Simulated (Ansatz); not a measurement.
# Cl on Ag(100): change of the work function, part 3 of 3

How does Cl on the hollow site change the work function of Ag(100) as the layer fills?

Ansatz 0.2.0; plane-wave DFT, PBE, Ansatz PAW.

So far, work function, upper face (eV): step 2 (the clean slab) 4.24; step 3 (17 atoms, coverage 0.25 ML, cell 2x2) 5.18.

### Step 4. Adsorbate added, k-mesh 12×12×1, coverage 1 ML

System of this step: Cl/Ag(100). The cell holds 5 atoms: 4 Ag and 1 Cl. Cell: a = 2.892 Å, b = 2.892 Å, c = 25.741 Å, α = 90.0°, β = 90.0°, γ = 90.0°. Vacuum lies along c.

Another coverage, to see how the dipoles act on each other as their distance changes.

Contents of input.yaml:

```yaml
crystal:
  lattice:
    - [2.8920667351, 0.0, 0.0]
    - [0.0, 2.8920667351, 0.0]
    - [0.0, 0.0, 25.7413565577]
  atoms:
    - { symbol: Ag, position: [0.5, 0.5, 0.3496319232] }
    - { symbol: Ag, position: [0.0, 0.0, 0.4290760658] }
    - { symbol: Ag, position: [0.5, 0.5, 0.5109673742] }
    - { symbol: Ag, position: [0.0, 0.0, 0.5915750099] }
    - { symbol: Cl, position: [0.5, 0.5, 0.6503680768] }
kpoints:
  mp_grid: { grid: [12, 12, 1] }
hamiltonian:
  xc: pbe
scf:
  occupations: { method: fermi_dirac, width: 0.1 }
  convergence: { dr2_threshold: 1.0e-08 }
efield:
  axis: 3
  dipole_correction: true
  ramp_position: 0.97
  ramp_width: 0.06
relax:
  f_tol: 0.02
  max_steps: 60
  constraints: [{ sites: [0, 1] }]
output:
  write_potential: true
  write_density: true
  volumetric_format: npy
```

The run is started by

```bash
ansatz run input.yaml --threads 4 --pin off --max-ram 6144MiB --backend cpu --events-out ev --progress --plain --runs-dir out
```

Numbers of over 12 decimals in the logs are rounded to 6 here.

The log of the run:

```text
[...]
Crystal: 5 atoms, lattice volume = 215.302 Å³
Basis set: ecut = 420 eV, 4195 PW (Γ), exchange–correlation on 40×40×360 points (8 copies of the dense FFT grid, shifted against one another)
Bands: 50, of which v1, the nominal top of the filled ones, is band 42 counted from 1 (41 counted from 0)
Symmetry: 8 space group operations
[...]
k-points: 28 of 144
[...]
SCF iter   1: F=—  HF=-31440.968407 eV  |F-HF|=—  |Δ(HF+E_count)|=         —  Δρ=7.73e-3  dr2=3.06e0  ethr=1.77e-3  p=-0.114 e·Å  D=-9.54e-2 V/Å  ΔV_dip=2.46 eV  dr2_dipole=1.47e0  V_vac-E_F(+/−)=6.18/3.73 eV  ⟨swp⟩=9.6  Hψ=6335  notcnv=0  defer=14
[...]
SCF iter   9: F=-31440.901479 eV  HF=-31440.901479 eV  |F-HF|=4.57e-9  |Δ(HF+E_count)|=   9.58e-8  Δρ=9.81e-7  dr2=7.87e-9  ethr=1.20e-11  p=-0.088 e·Å  D=-7.40e-2 V/Å  ΔV_dip=1.90 eV  dr2_dipole=3.10e-9  V_vac-E_F(+/−)=6.17/4.26 eV  ⟨swp⟩=9.8  Hψ=9524  notcnv=0
SCF 1 converged in 9 iterations: F = -31440.901479 eV  dr2 = 7.87e-9
[...]
relax step   1: F+E_penalty+E_count = -31440.90147882 eV  Δ(F+E_penalty+E_count) = +0.000e0 eV  max|allowed force component| = 1.743e0 eV/Å  Δτ_max = 0.0000 Å  (9 SCF iters, accepted)
[...]
SCF iter   8: F=-31441.128337 eV  HF=-31441.128337 eV  |F-HF|=9.30e-9  |Δ(HF+E_count)|=   5.50e-8  Δρ=1.27e-6  dr2=4.01e-9  ethr=1.20e-11  p=-0.096 e·Å  D=-8.09e-2 V/Å  ΔV_dip=2.08 eV  dr2_dipole=2.43e-12  V_vac-E_F(+/−)=6.36/4.27 eV  ⟨swp⟩=9.4  Hψ=9128  notcnv=0
SCF 2 converged in 8 iterations: F = -31441.128337 eV  dr2 = 4.01e-9
relax step   2: F+E_penalty+E_count = -31441.12833672 eV  Δ(F+E_penalty+E_count) = -2.269e-1 eV  max|allowed force component| = 6.199e-1 eV/Å  Δτ_max = 0.1945 Å  (8 SCF iters, accepted)
SCF iter   1: F=—  HF=-31441.195791 eV  |F-HF|=—  |Δ(HF+E_count)|=         —  Δρ=3.09e-3  dr2=3.83e-2  ethr=1.21e-3  p=-0.096 e·Å  D=-8.09e-2 V/Å  ΔV_dip=2.08 eV  dr2_dipole=1.26e-3  V_vac-E_F(+/−)=6.37/4.29 eV  ⟨swp⟩=4.9  Hψ=3562  notcnv=0  defer=54
[...]
SCF iter   9: F=-31441.187121 eV  HF=-31441.187121 eV  |F-HF|=6.03e-9  |Δ(HF+E_count)|=   3.02e-8  Δρ=7.61e-7  dr2=2.00e-9  ethr=1.20e-11  p=-0.101 e·Å  D=-8.49e-2 V/Å  ΔV_dip=2.19 eV  dr2_dipole=2.74e-10  V_vac-E_F(+/−)=6.46/4.28 eV  ⟨swp⟩=9.1  Hψ=8901  notcnv=0
SCF 3 converged in 9 iterations: F = -31441.187121 eV  dr2 = 2.00e-9
relax step   3: F+E_penalty+E_count = -31441.18712125 eV  Δ(F+E_penalty+E_count) = -5.878e-2 eV  max|allowed force component| = 1.039e-1 eV/Å  Δτ_max = 0.2000 Å  (9 SCF iters, accepted)
SCF iter   1: F=—  HF=-31441.189718 eV  |F-HF|=—  |Δ(HF+E_count)|=         —  Δρ=6.11e-4  dr2=1.50e-3  ethr=2.47e-5  p=-0.101 e·Å  D=-8.49e-2 V/Å  ΔV_dip=2.19 eV  dr2_dipole=3.99e-5  V_vac-E_F(+/−)=6.46/4.28 eV  ⟨swp⟩=3.6  Hψ=3397  notcnv=0  defer=57
[...]
SCF iter   7: F=-31441.189300 eV  HF=-31441.189300 eV  |F-HF|=6.55e-10  |Δ(HF+E_count)|=   1.82e-8  Δρ=1.08e-6  dr2=6.10e-9  ethr=1.20e-11  p=-0.102 e·Å  D=-8.58e-2 V/Å  ΔV_dip=2.21 eV  dr2_dipole=1.53e-9  V_vac-E_F(+/−)=6.49/4.28 eV  ⟨swp⟩=9.0  Hψ=9021  notcnv=0
SCF 4 converged in 7 iterations: F = -31441.189300 eV  dr2 = 6.10e-9
relax step   4: F+E_penalty+E_count = -31441.18929989 eV  Δ(F+E_penalty+E_count) = -2.179e-3 eV  max|allowed force component| = 5.562e-3 eV/Å  Δτ_max = 0.0501 Å  (7 SCF iters, accepted)
[...]
WARN: The input density's exchange-correlation potential varies sharply where the density is thin. Do not read a vacuum level from v_tot or v_xc, or from such a field of the output density. On a cell that repeats whose density bears no net charge and no dipole along the vacuum's axis use v_es (v_loc + v_h of the components); under efield.dipole_correction with no amplitude use v_es + v_field, which holds any external [...]
SCF converged after 7 iterations
Free energy (F): -31441.189300 eV
[...]
Internal energy: -31441.115039 eV  (E = F + TS)
E sigma→0 (E₀):  -31441.152169 eV
Entropy (-TS):   -0.074261 eV (-14.852 meV/atom)
Fermi energy:    2.770688 eV
Dipole field:    D = -0.085734 V/Å  (p = -0.102009 e·Å, saw-weighted, corrected)
Work function:   Φ+ = 6.4879 eV   Φ− = 4.2810 eV
[...]
--- Forces (eV/Å), atoms counted from 1 ---
  atom   1  Ag    -0.00000000     0.00000000    -0.09939113
  atom   2  Ag    -0.00000000     0.00000000     0.09325223
  atom   3  Ag     0.00000000     0.00000000     0.00556230
  atom   4  Ag     0.00000000     0.00000000     0.00341387
  atom   5  Cl     0.00000000     0.00000000    -0.00283094
  max |Σ_I F_I| component: 6.34e-6 eV/Å
--- Band table (eV; the first three rows and the last of 28) ---
  k-point 0: bands = [... 38 lower, -0.0988, -0.0359, 0.9687, 2.6447, 2.6447, 3.4400, 6.8861, 7.5105, ... 4 higher]
  k-point 1: bands = [... 38 lower, -0.1553, -0.0196, 1.2893, 2.2026, 2.6787, 3.6966, 7.0110, 7.6936, ... 4 higher]
  k-point 2: bands = [... 38 lower, -0.0219, 0.0184, 1.2750, 1.9277, 2.7700, 4.3433, 7.3625, 8.1125, ... 4 higher]
  k-point 27: bands = [... 38 lower, 0.5092, 1.6645, 5.4334, 5.4334, 7.3500, 7.3500, 8.0691, 9.6017, ... 4 higher]
--- Relaxed structure (4 steps of the walk, 4 accepted, 0 SCFs on fresh bases) ---
  F+E_penalty+E_count = -31441.18929989 eV   max|allowed force component| = 5.562e-3 eV/Å
  atoms:
    - { symbol: Ag, position: [0.500000, 0.500000, 0.349632] }
    - { symbol: Ag, position: [0.0, 0.0, 0.429076] }
    - { symbol: Ag, position: [0.500000, 0.500000, 0.511478] }
    - { symbol: Ag, position: [0, 0.0, 0.593809] }
    - { symbol: Cl, position: [0.500000, 0.500000, 0.667641] }
```

The job ended after 21 s (4 threads of Arm Neoverse V2, shared host; peak memory 0.77 GiB; 79 s of CPU time).

Relaxation path:

```
step  energy less that of the first step (eV)  largest force component (eV/Å)
   1                                   0.0000                          1.7430
   2                                  -0.2269                          0.6199
   3                                  -0.2856                          0.1039
   4                                  -0.2878                          0.0056
```

Forces are held to the 8 operations that the run works with; a distortion that breaks them can't arise in this run.

The atoms that moved most (Å):

```
atom     dx     dy     dz  length
 Cl5  0.000  0.000  0.445   0.445
 Ag4  0.000  0.000  0.057   0.057
 Ag3  0.000  0.000  0.013   0.013
```

The relaxed structure:

```xyz
5
Lattice="2.8921 0.0000 0.0000 0.0000 2.8921 0.0000 0.0000 0.0000 25.7414" Properties=species:S:1:pos:R:3
Ag    1.4460    1.4460    9.0000
Ag    0.0000    0.0000   11.0450
Ag    1.4460    1.4460   13.1661
Ag    0.0000    0.0000   15.2854
Cl    1.4460    1.4460   17.1860
```

Numbers from this step:

```
energy at zero smearing        : -31441.1522 eV
work function, upper face      : 6.488 eV
work function, lower face      : 4.281 eV
dipole along the normal        : -0.1020 e·Å
step between the vacuum levels : 2.207 eV
```

Running mean over 2.045 Å of the planar mean; the ramp of the sawtooth is left out. Electron's electrostatic potential energy less the Fermi level against z:

```
z (Å)  electron's electrostatic potential energy less the Fermi level (eV)
  3.5                                                                 4.28
  4.0                                                                 4.28
  4.5                                                                 4.28
  5.0                                                                 4.28
  5.5                                                                 4.27
  6.0                                                                 4.23
  6.5                                                                 4.11
  7.0                                                                 3.68
  7.5                                                                 1.99
  8.0                                                                -1.21
  8.5                                                                -4.26
  9.0                                                                -5.64
  9.5                                                                -5.90
 10.0                                                                -5.97
 10.5                                                                -6.00
 11.0                                                                -5.97
 11.5                                                                -5.71
 12.0                                                                -5.47
 12.5                                                                -5.52
 13.0                                                                -5.72
 13.5                                                                -5.60
 14.0                                                                -5.33
 14.5                                                                -5.33
 15.0                                                                -5.54
 15.5                                                                -5.56
 16.0                                                                -5.50
 16.5                                                                -4.96
 17.0                                                                -3.56
 17.5                                                                -2.09
 18.0                                                                0.500
 18.5                                                                 3.95
 19.0                                                                 5.96
 19.5                                                                 6.39
 20.0                                                                 6.47
 20.5                                                                 6.49
 21.0                                                                 6.49
 21.5                                                                 6.49
 22.0                                                                 6.49
 22.5                                                                 6.49
```

The relaxation took 4 steps and lowered the energy by 0.29 eV; the largest force on the free atoms ends at 0.0056 eV/Å.

The covered face has 6.49 eV, +2.24 eV against the clean one; the bare back face has moved by +0.05 eV, a measure of how thin the slab is.

### Step 5. Work function against coverage

This step: plane-wave DFT, PBE, Ansatz PAW; work function against coverage (Ansatz 0.2.0).

The runs are now put side by side.

This step gave:

- work function of the clean face: 4.243 eV
- largest change of the work function: 2.245 eV

Table of work function of the covered face by coverage:

```
coverage (adsorbates/nm²)  work function of the covered face (eV)
                     0.00                                    4.24
                     2.99                                    5.18
                    11.96                                    6.49
```

The dipole per adsorbate comes from the change of the cell's dipole. Coverage, by row:

```
coverage (1/nm²)  coverage (ML)  work function (eV)  change (eV)  dipole per adsorbate, positive end outwards (debye)  mean height of the added atoms over the highest substrate atom (Å)
           2.989           0.25               5.183       0.9401                                               -0.857                                                               1.824
           11.96              1               6.488        2.245                                               -0.488                                                               1.901
```

### Step 6. Summary of results

| Item | Value |
| --- | --- |
| work function of the clean face | 4.24 eV |
| work function at 0.25 ML | 5.18 eV |
| work function at 1 ML | 6.49 eV |
| dipole per adsorbate at 0.25 ML, positive end outwards | -0.86 D |

Cl raises the work function of Ag(100) at the lowest coverage, by 0.94 eV: the adsorbate layer has its negative end outwards. At the highest coverage the adsorbates are pressed to about 2.9 Å, closer than unbonded atoms of this kind usually come, so a real layer may not reach it. The slab has 4 layers, at the tabulated experimental lattice constant, one starting site was run, and quantum-size effects of a slab this thin can reach one or two tenths of an eV.

[Logs are printed without paths, hosts, clocks, repeated set-up lines and the standing remarks that a program may print on its own settings, such as how far it seeks lower states.]

[Hosts, paths, dates, database ids (printed as entryN), source tags and the programs' standing remarks are cut or masked in the printed files.]

[Maps of the electrostatic potential energy from Ansatz leave out the sawtooth potential of an applied field or a dipole correction, so their vacuum need not be flat; planar profiles and work functions include it.]
